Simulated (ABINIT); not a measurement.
Computed results, one entry a study.

```
How the form of the self-energy moves the gap of CaAlSiH (P3m1)
1.0
     4.14328    0.00000    0.00000
    -2.07164    3.58819    0.00000
     0.00000    0.00000    4.69823
Ca Al Si H
1 1 1 1
Direct
  0.00000 0.00000 0.99992
  0.66667 0.33333 0.45711
  0.33333 0.66667 0.56589
  0.66667 0.33333 0.08378
# method: RPA screening on LDA, plane waves, norm-conserving pseudopotentials (and 5 further levels or steps)
# program: ABINIT 10.8.3
# settings: cutoff 31 Ha, PseudoDojo scalar-relativistic 0.4.1 standard, norm-conserving, ngkpt (3, 3, 4), nband 61, ecuteps 4.5 Ha, inclvkb 2, shiftk (0, 0, 0), symchi 1, awtr 1, frequency ppm, 3×3×4 k-mesh
# cost: 9 runs, 2.2 min in all on 4 MPI ranks of Arm Neoverse N1, shared host
# notes: The program’s warnings: nkpt*nsppol () is not a multiple of nproc spkpt (). The cell and positions are those that the Materials Project relaxed with its own functionals (PBE, PBE+U or r2SCAN), kept fixed. Static COHSEX lies above G0W0: it lacks the factor Z and overstates the Coulomb hole of the filled states. The 3×3×4 mesh is coarse for this cell, which bears on the long-range parts of exchange and screening.
# G0W0, Godby-Needs plasmon pole: 1.188 eV
# G0W0, Hybertsen-Louie plasmon pole: 1.145 eV
# G0W0, von der Linden-Horsch plasmon pole: 1.174 eV
# G0W0, Engel-Farid plasmon pole: 1.184 eV
# one-shot SEX: 0.747 eV
# one-shot COHSEX: 1.500 eV
# one-shot Hartree-Fock: 5.844 eV
# known limits: short of the basis limit; coarse k mesh
```

[Long decimals in the printed logs are rounded to 6 places.]

[Logs are printed without paths, hosts, clocks, repeated set-up lines and the standing remarks that a program may print on its own settings, such as how far it seeks lower states.]

[Paths, hosts, dates, memory and timing lines, banners, echoed tables and standing remarks are left out of the program output; an Ansatz launch command may be rebuilt from the run's recorded settings. Measured values are a selection of at most five: reports struck by readers or far from the other reports are left out. None is set beside runs whose start may be inverted or whose files or cutoffs have a known fault.]

[Runs of the session that timed out or met a known fault of the program may be left out.]

[Hosts, paths, dates, database ids (printed as entryN), source tags and the programs' standing remarks are cut or masked in the printed files.]

[G0W0 gaps are taken among the corrected bands and points alone; a level outside them can change the order at an edge.]

[Where Ansatz stands beside ABINIT at settings called matched, ABINIT's density can come from a denser mesh and the files from another edition; pairs whose starting gaps differed by over 0.03 eV were left out, so agreement reads better than it is.]
